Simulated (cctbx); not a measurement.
# Symmetry from intensities

Cell: a = 3.8380 Å, b = 3.8380 Å, c = 8.3430 Å, α = 90.00°, β = 90.00°, γ = 90.00°. Expected content of the cell: Pb2 Re2 Sn2.

The data are simulated with cctbx, not measured: Cu Kα, λ = 1.54184 Å, to d = 0.83 Å, 70 % of the full sphere, strongest reflection 20000 counts, noise from counting, a 2 % proportional error and a noise floor of 2 counts (s.d.); no absorption.

Tests on the unmerged data give:

```text
655 reflections to d = 0.832 A
centring   violations  <I/sigma> of those
    A        296 of   344     23.3
    B        276 of   321     23.6
    C        284 of   315     21.6
    I        289 of   336     19.4
    R        394 of   441     23.2
    F        428 of   490     22.9
Laue class    unique    Rint  (classes that these axes allow; Friedel mates merged)
P -1              423   0.016
P 1 2/m 1         261   0.018
P 1 1 2/m         242   0.018
P 2/m 1 1         260   0.018
P m m m           160   0.019
P 4/m             128   0.020
P 4/m m m          96   0.021
space group    extra absences  I>4sigma  <I/sigma>
P 4 2 2                 0          0         -  acentric
P 4 21 2                3          0       0.2  acentric
P 4 m m                 0          0         -  acentric
P -4 2 m                0          0         -  acentric
P -4 21 m               3          0       0.2  acentric
P -4 m 2                0          0         -  acentric
P 4/m m m               0          0         -  centric
P 4/n m m :1           15          0       0.1  centric
P 4/n m m :2           15          0       0.1  centric
Wilson B = 0.89 A^2   <|E^2-1|> = 0.787 (0.968 centric, 0.736 acentric)   E^2>4: 0.0 %
shell (A)         n   <I/sigma>
 8.34 - 1.66     19     40.7
 1.66 - 1.32     11     70.0
 1.32 - 1.15     12     82.1
 1.15 - 1.05     11     45.4
 1.05 - 0.97      9     64.1
 0.97 - 0.92     10     34.0
 0.92 - 0.87     14     68.8
 0.87 - 0.83     10     44.5
```

Q: Read the symmetry from these tables.

Every centring test has many violations, so the lattice is primitive.

Rint stays low (0.016 to 0.021) up to P 4/m m m, the highest class in these axes.

9 settings pass the absence test. The most absences obeyed, 15, belong to P 4/n m m alone.

⟨|E²−1|⟩ = 0.787 leans to a non-centrosymmetric structure. Here that hint misleads: the statistic assumes many like atoms on general positions, and few, heavy or special-position atoms break it. The Wilson B of 0.89 Å² means U ≈ 0.0113 Å².

The true group is P4/nmm (no. 129, origin choice 1), Laue class 4/mmm, centrosymmetric. The tables fix it.

The model is made up (kin elements in a known structure type, no relaxation), so it says nothing on whether the phase exists.

[Logs are printed without paths, hosts, clocks, repeated set-up lines and the standing remarks that a program may print on its own settings, such as how far it seeks lower states.]
